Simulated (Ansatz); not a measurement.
# Ag2BiRuO4, from a guessed structure to a relaxed one, part 2 of 2

Starting from a made-up structure for Ag2BiRuO4, the aim is the relaxed cell, its shortest contacts and, where a second run follows, its electronic structure.

Ansatz 0.2.0; DFT, PBE, plane-wave PAW, files of the set soft_1, scalar-relativistic, no spin, cell and ions relaxed at zero pressure; PAW set soft_1 (the session's first sound run).

So far: The starting structure; Relaxation of the guess. The relaxed cell has a = 4.567, c = 10.781 Å (conventional setting).

## (3) Electronic structure of the relaxed cell

With the geometry fixed, one more self-consistent run, with a narrower smearing and the mesh shown in its input, gives the bands, and its pressure, and its forces where symmetry allows any, show how far the geometry depends on these settings.

This step: DFT, PBE, plane-wave PAW, files of the set soft_1, scalar-relativistic, no spin, bands and density of states at the relaxed cell; PAW set soft_1 (Ansatz 0.2.0).

Input file input.yaml:

```yaml
crystal:
  lattice:
    - [-2.2836673981, 2.2836673981, 5.3903819006]
    - [2.2836673981, -2.2836673981, 5.3903819006]
    - [2.2836673981, 2.2836673981, -5.3903819006]
  atoms:
    - { symbol: Bi, position: [0.75, 0.25, 0.5] }
    - { symbol: Ag, position: [0.25, 0.75, 0.5] }
    - { symbol: Ag, position: [0.5, 0.5, 0.0] }
    - { symbol: Ru, position: [0.0, 0.0, 0.0] }
    - { symbol: O, position: [0.8143242412, 0.8143242412, 0.0] }
    - { symbol: O, position: [0.9735972592, 0.4735972592, 0.5] }
    - { symbol: O, position: [0.1856757588, 0.1856757588, 0.0] }
    - { symbol: O, position: [0.5264027408, 0.0264027408, 0.5] }
kpoints:
  mp_grid: { grid: [10, 10, 10] }
  band_path:
    path:
      - [[0.0, 0.0, 0.0], [0.0, 0.0, 0.5], [-0.08974218, 0.08974218, 0.5], [-0.29487109, 0.29487109, 0.29487109], [0.0, 0.0, 0.0], [0.5, 0.5, -0.5], [0.29487109, 0.70512891, -0.29487109], [0.0, 0.5, 0.0], [0.25, 0.25, 0.25], [0.5, 0.5, -0.08974218], [0.5, 0.5, -0.5]]
      - [[0.0, 0.0, 0.5], [0.25, 0.25, 0.25]]
    npoints: 7
scf:
  occupations: { method: fermi_dirac, width: 0.03 }
  n_extra_bands: 12
hamiltonian:
  xc: pbe
  pseudopotentials: { kind: paw, azcp: { folder: soft_1 } }
output:
  forces: true
  stress: true
  write_bands: true
  dos: { projected: true }
  write_density: true
  write_potential: true
  elf: true
  volumetric_format: npy
```

Launch:

```bash
> ansatz run input.yaml --threads 4 --pin off --max-ram 10240MiB --backend cpu --events-out ev --progress --plain --runs-dir out
```

Numbers of over 12 decimals in the logs are rounded to 6 here.

Output:

```text
[...]
Crystal: 8 atoms, lattice volume = 112.446 Å³
Basis set: ecut = 420 eV, 2211 PW (Γ), exchange–correlation on 90×90×90 points (8 copies of the dense FFT grid, shifted against one another)
Bands: 59, of which v1, the nominal top of the filled ones, is band 47 counted from 1 (46 counted from 0)
Symmetry: 8 space group operations
[...]
k-points: 102 of 1000 (time reversal used)
[...]
SCF iter   1: F=—  HF=-35723.747837 eV  |F-HF|=—  |Δ(HF+E_count)|=         —  Δρ=8.88e-2  dr2=1.15e1  ethr=3.10e-3  ⟨swp⟩=6.0  Hψ=21105  notcnv=0  defer=3
[...]
SCF iter  11: F=-35721.770718 eV  HF=-35721.770718 eV  |F-HF|=6.67e-9  |Δ(HF+E_count)|=   6.16e-9  Δρ=2.28e-6  dr2=1.01e-8  ethr=1.08e-10  ⟨swp⟩=7.6  Hψ=32772  notcnv=0
SCF 1 converged in 11 iterations: F = -35721.770718 eV  dr2 = 1.01e-8
[...]
NSCF: frozen V_eff on 79 k-points
SCF converged after 11 iterations
Free energy (F): -35721.770718 eV
[...]
Internal energy: -35721.752753 eV  (E = F + TS)
E sigma→0 (E₀):  -35721.761736 eV
Entropy (-TS):   -0.017964 eV (-2.246 meV/atom)
Fermi energy:    13.055346 eV
[...]
--- Forces (eV/Å), atoms counted from 1 ---
  atom   1  Bi    -0.00000000     0.00000000     0.00000000
  atom   2  Ag    -0.00000000    -0.00000000     0.00000000
  atom   3  Ag     0.00000000     0.00000000    -0.00000000
  atom   4  Ru    -0.00000000    -0.00000000     0.00000000
  atom   5  O      0.00000000    -0.00000000     0.01416854
  atom   6  O      0.00000000     0.00000000    -0.01957182
  atom   7  O      0.00000000     0.00000000    -0.01416854
  atom   8  O      0.00000000     0.00000000     0.01957182
  max |Σ_I F_I| component: 3.95e-17 eV/Å
--- Stress (GPa, compression-positive) ---
        0.006771       0.000000       0.000000
        0.000000       0.006771      -0.000000
        0.000000      -0.000000      -0.130229
  P = ⅓ Tr σ = -0.0389 GPa (-0.389 kbar)
--- Band table (eV; the first three rows and the last of 102) ---
  k-point 0: bands = [... 43 lower, 10.8340, 12.4329, 12.5281, 12.5281, 12.8762, 13.8167, 14.5786, 16.1163, ... 8 higher]
  k-point 1: bands = [... 43 lower, 11.2031, 12.4188, 12.4900, 12.5080, 13.2459, 14.1920, 14.7382, 16.1860, ... 8 higher]
  k-point 2: bands = [... 43 lower, 11.9158, 12.4488, 12.6499, 12.6530, 13.9194, 14.8275, 15.1492, 15.9031, ... 8 higher]
  k-point 101: bands = [... 43 lower, 10.9437, 12.4271, 12.5297, 12.8477, 12.8477, 13.0363, 14.5998, 15.7747, ... 8 higher]
```

The job ended after 43 s (4 threads of Arm Neoverse V1, shared host; peak memory 0.9 GiB).

In the SCF lines HF is the Harris–Foulkes energy and dr2 the Hartree energy of the density residual, in eV; the loop may stop once dr2 is under the threshold and the program's other checks hold. Hψ counts applications of the Hamiltonian.

Numbers from this step:

| Property | Result |
| --- | --- |
| free energy | -35721.7707 eV |
| energy at zero smearing | -35721.7617 eV |
| smearing term TS | 0.01796 eV |
| pressure | -0.03890 GPa |

From bands.tsv, the bands that come nearest the Fermi level along the path, at its corners, in eV from the Fermi level:

| point | band 43 | band 44 | band 45 | band 46 | band 47 | band 48 | band 49 | band 50 |
| --- | --- | --- | --- | --- | --- | --- | --- | --- |
| Γ | -2.30 | -2.22 | -0.62 | -0.53 | -0.53 | -0.18 | 0.76 | 1.52 |
| X | -1.84 | -0.01 | -0.01 | 0.21 | 0.44 | 1.15 | 1.22 | 2.51 |
| Y | -1.84 | -0.08 | -0.03 | 0.17 | 0.35 | 1.27 | 1.37 | 2.34 |
| S | -1.66 | -1.40 | -0.35 | -0.28 | -0.15 | 0.42 | 1.41 | 2.10 |
| Γ | -2.30 | -2.22 | -0.62 | -0.53 | -0.53 | -0.18 | 0.76 | 1.52 |
| Z | -2.35 | -2.11 | -0.63 | -0.53 | -0.21 | -0.21 | -0.02 | 1.54 |
| S1 | -1.66 | -1.40 | -0.35 | -0.28 | -0.15 | 0.42 | 1.41 | 2.10 |
| N | -2.01 | -1.37 | -0.34 | -0.31 | 0.04 | 0.38 | 1.33 | 2.55 |
| P | -1.18 | -0.19 | -0.15 | 0.00 | 0.69 | 0.98 | 1.40 | 2.57 |
| Y1 | -1.84 | -0.08 | -0.03 | 0.17 | 0.35 | 1.27 | 1.37 | 2.34 |
| Z | -2.35 | -2.11 | -0.63 | -0.53 | -0.21 | -0.21 | -0.02 | 1.54 |
| X | -1.84 | -0.01 | -0.01 | 0.21 | 0.44 | 1.15 | 1.22 | 2.51 |
| P | -1.18 | -0.19 | -0.15 | 0.00 | 0.69 | 0.98 | 1.40 | 2.57 |

States per cell as run, both spins, in windows of 1 eV, from dos.tsv (zero at the Fermi level):

| from | to | total |
| --- | --- | --- |
| -8 | -7 | 0.00 |
| -7 | -6 | 4.45 |
| -6 | -5 | 9.09 |
| -5 | -4 | 6.53 |
| -4 | -3 | 10.82 |
| -3 | -2 | 9.38 |
| -2 | -1 | 2.82 |
| -1 | 0 | 5.97 |
| 0 | 1 | 2.38 |
| 1 | 2 | 3.32 |
| 2 | 3 | 2.22 |
| 3 | 4 | 3.02 |
| 4 | 5 | 2.95 |
| 5 | 6 | 2.02 |

Below -8 eV lie 44.0 more states.

Valence density in the ab plane of the cell as run, not the conventional one, at fractional z = 0.000, with atoms of Ag and Ru and O within 0.2 Å of it. It is the smooth field of the valence electrons, not physical close to the nuclei.

Ten steps, logarithmic in the rise over the least value, from '0' (0 e/Å³) to '9' (19 e/Å³), each cell a mean:
```
88621000001233347
67521000001356534
34320000000257753
11110000000146763
10000111100014553
10000134320001232
00000257752000011
00000258985200000
00000148997310000
00000025887410000
11110002455310000
13431000122110000
24664100000000011
24776310000001222
43576410000001356
75344310000001478
87422110000111368
```
Columns run along a (6.3 Å), rows up along b (6.3 Å). Atoms in or near the plane, at fractional coordinates: Ag at (0.50, 0.50), Ru at (0.00, 0.00), O at (0.81, 0.81), O at (0.19, 0.19).

ELF in the ab plane of the cell as run, not the conventional one, at fractional z = 0.000, with atoms of Ag and Ru and O within 0.2 Å of it. It is the smooth field of the valence electrons, not physical close to the nuclei.

Values, 9 rows by 16 columns, each cell a mean:
```
0.59 0.67 0.62 0.30 0.13 0.09 0.07 0.08 0.09 0.14 0.45 0.73 0.71 0.58 0.34 0.37
0.30 0.45 0.37 0.20 0.10 0.06 0.05 0.06 0.06 0.08 0.35 0.76 0.67 0.50 0.75 0.47
0.26 0.09 0.09 0.08 0.08 0.12 0.19 0.21 0.17 0.10 0.07 0.27 0.60 0.73 0.76 0.65
0.13 0.06 0.04 0.06 0.13 0.28 0.45 0.53 0.47 0.34 0.20 0.08 0.08 0.18 0.25 0.22
0.10 0.09 0.07 0.05 0.11 0.25 0.43 0.61 0.74 0.54 0.38 0.19 0.08 0.05 0.07 0.09
0.26 0.40 0.39 0.25 0.09 0.09 0.20 0.33 0.42 0.43 0.33 0.16 0.08 0.05 0.05 0.10
0.47 0.78 0.72 0.73 0.62 0.24 0.06 0.09 0.13 0.14 0.11 0.08 0.08 0.12 0.15 0.15
0.30 0.53 0.69 0.55 0.78 0.68 0.21 0.08 0.06 0.05 0.05 0.07 0.17 0.37 0.55 0.53
0.52 0.39 0.35 0.51 0.63 0.53 0.22 0.11 0.09 0.09 0.13 0.20 0.21 0.39 0.65 0.60
```
Columns run along a (6.3 Å), rows up along b (6.3 Å). Atoms in or near the plane, at fractional coordinates: Ag at (0.50, 0.50), Ru at (0.00, 0.00), O at (0.81, 0.81), O at (0.19, 0.19).

Electrostatic potential energy in the ab plane of the cell as run, not the conventional one, at fractional z = 0.000, with atoms of Ag and Ru and O within 0.2 Å of it. With pseudopotentials it is smooth inside the atoms' cores, unlike the true potential.

Ten even steps from '0' (-55 eV) to '9' (16 eV), each cell a mean:
```
00389999999998850
11489999999964675
76799999999953368
99999999999984348
99999999999998569
99999977799999999
99999865568999999
99999866866999999
99999976885799999
99999986665799999
99999998766799999
98789999988999999
96447999999999999
97324899999999988
58634799999999743
04876899999999610
00599999999999710
```
Columns run along a (6.3 Å; values clipped at the 3rd and 97th percentile), rows up along b (6.3 Å). Atoms in or near the plane, at fractional coordinates: Ag at (0.50, 0.50), Ru at (0.00, 0.00), O at (0.81, 0.81), O at (0.19, 0.19).

## (4) Outcome

```yaml
space_group_relaxed: I-4m2
conventional_cell: a = 4.567, b = 4.567, c = 10.781 Å; α = 90.0°, β = 90.0°, γ = 90.0°
volume_per_atom: 14.06 Å³ (guess 12.75)
```

Ag2BiRuO4 relaxes to I-4m2 with a = 4.567, b = 4.567 and c = 10.781 Å. The guessed volume was 9 % too small. The space group I-4m2 was held in the relaxation, so the end point is a stationary structure within it and may be a saddle against distortions or other arrangements. Bands cross the Fermi level, so it is a metal or semimetal at this level. The electron count is odd, which forces that without spin polarisation or a larger cell. On the 10×10×10 mesh with the narrower smearing (relaxed on 8×8×8) the largest force component is 0.020 eV/Å and the largest stress component is 0.130 GPa, against the relaxation's thresholds of 0.015 eV/Å and 0.05 GPa. The cutoff wasn't tested. A vector of the cell changed its length by 9 %, more than the volume shows. Spin-orbit coupling is left out, which can matter for elements this heavy. No dispersion term is used, so weakly bound directions may come out too long. The runs have no spin, and magnetism wasn't tested. Nothing here tests whether the compound is stable against decomposition.

[Logs are printed without paths, hosts, clocks, repeated set-up lines and the standing remarks that a program may print on its own settings, such as how far it seeks lower states.]

[Hosts, paths, dates, database ids (printed as entryN), source tags and the programs' standing remarks are cut or masked in the printed files.]
